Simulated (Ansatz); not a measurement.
**Preparing K2NaCl3 (P-3m1) as a host crystal**

Before any defect goes in: K2NaCl3 (P-3m1) at rest, and how it screens a charge.

Calculated with Ansatz 0.2.0; plane-wave PAW DFT, PBEsol; relaxation of the host's cell and atoms, in the first sound run; inputs show where later runs differ.

Most raw output is cut from this account.

**1. Starting point**

The structure is trigonal, space group P-3m1 (No. 164). Conventional cell: a = 4.274 Å, b = 4.274 Å, c = 10.571 Å, α = 90.00°, β = 90.00°, γ = 120.00°. K has 6 Cl at 3.10 to 3.11 Å nearest. Nearest to Na lie 6 Cl at 2.89 Å. Nearest to Cl lie 3 Na at 2.89 Å and 3 K at 3.10 Å. Cl has 6 K at 3.11 Å nearest. Farther neighbours and most contacts between anions are not listed.

**2. Host cell relaxation**

Lattice and positions are set free, within the symmetry that the program keeps.

cell/input.yaml

```yaml
crystal:
  lattice:
    - [4.2739726, 0.0, 0.0]
    - [-2.1369863, 3.7013689, 0.0]
    - [0.0, 0.0, 10.5706741]
  atoms:
    - { symbol: K, position: [0.33333333, 0.66666667, 0.67902339] }
    - { symbol: K, position: [0.66666667, 0.33333333, 0.32097661] }
    - { symbol: Na, position: [0.0, 0.0, 0.0] }
    - { symbol: Cl, position: [0.33333333, 0.66666667, 0.1429916] }
    - { symbol: Cl, position: [0.66666667, 0.33333333, 0.8570084] }
    - { symbol: Cl, position: [0.0, 0.0, 0.5] }
basis:
  ecutwfc: 420
  xc_grid: 2
hamiltonian:
  xc: pbesol
kpoints:
  mp_grid: { grid: [8, 8, 3] }
scf:
  occupations: { method: fixed }
  max_iter: 100
relax:
  f_tol: 0.005
  max_steps: 60
  cell: {}
output:
  forces: true
  stress: true
checkpoint:
  write: "../cell.run"
  compress: false
  write_wavefunctions: false
  write_every: 100000
```

On the command line:

```bash
$ ansatz run input.yaml --threads 4 --pin off --max-ram 7536MiB --backend cpu --events-out ev --progress --plain --runs-dir out
```

Wall time 4.8 s (4 threads of AMD EPYC 7R32 (Zen 2), shared host); peak memory 0.56 GiB; 17 s of CPU time.

Relaxation path:

| step | energy less that of the first step (eV) | largest force component (eV/Å) | pressure (GPa) | volume (Å³) |
| --- | --- | --- | --- | --- |
| 1 | 0.0000 | 0.0279 | -0.33 | 167.22 |
| 2 | -0.0031 | 0.0049 | -0.12 | 165.56 |
| 3 | -0.0035 | 0.0042 | 0.00 | 164.57 |
| 4* | -0.0035 | 0.0042 | 0.00 | 164.57 |

Relaxation steps marked * repeat the geometry before them on a plane-wave basis chosen anew for their cell, so energy and pressure can jump there.

The run keeps the 12 symmetry operations that it works with, so distortions that break them were not tested.

| conventional cell, symmetrised | before | after | change |
| --- | --- | --- | --- |
| a (Å) | 4.274 | 4.251 | -0.5 % |
| b (Å) | 4.274 | 4.251 | -0.5 % |
| c (Å) | 10.571 | 10.514 | -0.5 % |
| volume (Å³/atom) | 27.87 | 27.43 | -1.6 % |

The atoms that moved most (Å, as changes of fractional coordinates times the final cell):

| atom | dx | dy | dz | length |
| --- | --- | --- | --- | --- |
| Cl5 | 0.000 | 0.000 | -0.013 | 0.013 |
| Cl4 | 0.000 | 0.000 | 0.013 | 0.013 |
| K1 | 0.000 | 0.000 | -0.013 | 0.013 |
| K2 | 0.000 | 0.000 | 0.013 | 0.013 |

Numbers from this step:

```
pressure : -0.001646 GPa
```

The relaxation ends with a largest force component of 0.0042 eV/Å and a pressure of 0.00 GPa.

**3. Dielectric tensors of the host**

The response to a uniform electric field gives the electronic dielectric tensor.

This step: plane-wave PAW DFPT, PBEsol; dielectric tensors, Born charges and zone-centre modes of the host (Ansatz 0.2.0).

eps/input.yaml

```yaml
crystal:
  lattice:
    - [4.2514095204, 0.0, 0.0]
    - [-2.1257047602, 3.6818286466, 0.0]
    - [0.0, 0.0, 10.5135233324]
  atoms:
    - { symbol: K, position: [0.3333333333, 0.6666666667, 0.6777803937] }
    - { symbol: K, position: [0.6666666667, 0.3333333333, 0.3222196063] }
    - { symbol: Na, position: [0.0, 0.0, 0.0] }
    - { symbol: Cl, position: [0.3333333333, 0.6666666667, 0.1442666476] }
    - { symbol: Cl, position: [0.6666666667, 0.3333333333, 0.8557333524] }
    - { symbol: Cl, position: [0.0, 0.0, 0.5] }
basis:
  ecutwfc: 420
hamiltonian:
  xc: pbesol
kpoints:
  mp_grid: { grid: [7, 7, 3] }
scf:
  occupations: { method: fixed }
  max_iter: 100
phonons:
  method: dfpt
  dielectric: true
  rigid_motions: translations
```

Run time: 60 s. Hardware: 4 threads; peak memory 1.2 GiB.

Electronic dielectric tensor:

```
2.45 0.00 0.00
0.00 2.45 0.00
0.00 0.00 2.46
```

Static dielectric tensor:

```
5.79 0.00 0.00
0.00 5.79 0.00
0.00 0.00 5.54
```

The principal values of the electronic dielectric tensor are 2.45, 2.45 and 2.46. The principal values of the static dielectric tensor are 5.54, 5.79 and 5.79.

**4. Primitive cell on a dense mesh**

A dense mesh gives the host's converged energy, against which the supercell's sampling is tested.

This step: plane-wave PAW DFT, PBEsol; single point of the host's primitive cell on a dense mesh (Ansatz 0.2.0).

dense/input.yaml, as its differences from eps/input.yaml of step 3:

```diff
@@ -14,2 +14,3 @@
   ecutwfc: 420
+  xc_grid: 2
 hamiltonian:
@@ -17,9 +18,5 @@
 kpoints:
-  mp_grid: { grid: [7, 7, 3] }
+  mp_grid: { grid: [8, 8, 3] }
 scf:
-  occupations: { method: fixed }
-  max_iter: 100
-phonons:
-  method: dfpt
-  dielectric: true
-  rigid_motions: translations
+  occupations: { method: fermi_dirac, width: 0.01 }
+  max_iter: 80
```

The job ended after 1.2 s (4 threads; peak memory 0.52 GiB; 4.2 s of CPU time).

**5. Self-consistent run**

This step: plane-wave PAW DFT, PBEsol; single point of the defect-free supercell, a test of its k-points (Ansatz 0.2.0).

System of this step: K2NaCl3 (P-3m1). The cell holds 54 atoms: 18 K, 9 Na and 27 Cl. Cell: a = 12.754 Å, b = 12.754 Å, c = 10.514 Å, α = 90.0°, β = 90.0°, γ = 120.0°.

pristine.sampling/input.yaml

```yaml
crystal:
  lattice:
    - [12.7542285612, 0.0, 0.0]
    - [-6.3771142806, 11.0454859397, 0.0]
    - [0.0, 0.0, 10.5135233324]
  atoms:
    - { symbol: K, position: [0.1111111111, 0.2222222222, 0.6777803937] }
    - { symbol: K, position: [0.2222222222, 0.1111111111, 0.3222196063] }
    - { symbol: Na, position: [0.0, 0.0, 0.0] }
    - { symbol: Cl, position: [0.1111111111, 0.2222222222, 0.1442666476] }
    - { symbol: Cl, position: [0.2222222222, 0.1111111111, 0.8557333524] }
    - { symbol: Cl, position: [0.0, 0.0, 0.5] }
    - { symbol: K, position: [0.1111111111, 0.5555555556, 0.6777803937] }
    - { symbol: K, position: [0.2222222222, 0.4444444444, 0.3222196063] }
[... 42 atom lines left out ...]
    - { symbol: Na, position: [0.6666666667, 0.6666666667, 0.0] }
    - { symbol: Cl, position: [0.7777777778, 0.8888888889, 0.1442666476] }
    - { symbol: Cl, position: [0.8888888889, 0.7777777778, 0.8557333524] }
    - { symbol: Cl, position: [0.6666666667, 0.6666666667, 0.5] }
basis:
  ecutwfc: 420
  xc_grid: 2
hamiltonian:
  xc: pbesol
kpoints:
  mp_grid: { grid: [1, 1, 1], shift: [0.25, 0.25, 0.25] }
scf:
  occupations: { method: fermi_dirac, width: 0.01 }
  max_iter: 80
```

Wall time 4.8 s (4 threads); peak memory 2.2 GiB.

Numbers from this step:

| Quantity | Value |
| --- | --- |
| energy over dense mesh | -5.53e-4 eV/atom |

**6. Defect free supercell relaxed from its symmetric sites**

This cell, the one that will hold the defects, is built from the relaxed host. Its coarser k-points can move the atoms a little, so it is relaxed from the symmetric sites, as the reference for the test of stability.

This step: plane-wave PAW DFT, PBEsol; relaxation of the defect-free supercell from its symmetric sites (Ansatz 0.2.0).

pristine.symmetric/input.yaml, as its differences from pristine.sampling/input.yaml of step 5:

```diff
@@ -70 +70,12 @@
   max_iter: 80
+output:
+  forces: true
+relax:
+  f_tol: 0.01
+  max_steps: 60
+  escape_saddle: false
+checkpoint:
+  write: "../pristine.symmetric.run"
+  compress: false
+  write_wavefunctions: false
+  write_every: 100000
```

Wall time 8.4 s (4 threads); peak memory 2.3 GiB.

No atom moved by 0.005 Å in the relaxation.

**7. Defect free supercell relaxed from displaced atoms**

This step: plane-wave PAW DFT, PBEsol; relaxation of the defect-free supercell from random displacements, a test of the host's stability (Ansatz 0.2.0).

pristine.rattled/input.yaml, as its differences from pristine.symmetric/input.yaml of step 6:

```diff
@@ -74,6 +74,6 @@
   f_tol: 0.01
-  max_steps: 60
-  escape_saddle: false
+  max_steps: 120
+  random_displacement: { amplitude: 0.08, seed: 3769 }
 checkpoint:
-  write: "../pristine.symmetric.run"
+  write: "../pristine.rattled.run"
   compress: false
```

Run time: 40 s. Hardware: 4 threads; peak memory 2.3 GiB.

Relaxation path:

| step | energy less that of the first step (eV) | largest force component (eV/Å) |
| --- | --- | --- |
| 1 | 0.0000 | 0.2595 |
| 2 | -0.2969 | 0.1160 |
| 3 | -0.3584 | 0.0082 |
| 4 | -0.3584 | 0.0082 |

The relaxation ends 6.6 meV an atom lower than the displaced start, with a largest force component of 0.0082 eV/Å.

**8. Summary of results**

```yaml
primitive_cell_vectors_lengths: 4.251, 4.251, 10.514 Å
electronic_dielectric_constant: principal values (2.45, 2.45, 2.46)
static_dielectric_constant: principal values (5.54, 5.79, 5.79)
gap_on_the_k_mesh_of_the_response_run_pbesol: 4.99 eV
supercell_relaxed_in_its_symmetry_less_the_displaced_and_relaxed_one: 0.000 eV
energy_an_atom_at_one_point_at_less_that_on_the_dense_mesh: -0.001 eV
```

**Reading.** Step 7: The energy fell by 0.358 eV from the randomly displaced start; against the sites as typed, Na51 ends farthest off, by 0.01 Å, once the mean shift is taken out. The displaced cell ends within 0.01 eV of the symmetric one relaxed in its symmetry, so no lower structure shows in this supercell. The k-mesh can miss the band edges, so this gap is an upper bound at this level. All at zero temperature.

[Logs are printed without paths, hosts, clocks, repeated set-up lines and the standing remarks that a program may print on its own settings, such as how far it seeks lower states.]

[Hosts, paths, dates, database ids (printed as entryN), source tags and the programs' standing remarks are cut or masked in the printed files.]

[Runs of the host that timed out are not shown.]

[For some hosts the program warned that the k-mesh of the response run may be too coarse for force constants and the static dielectric constant; such warnings are not always shown.]
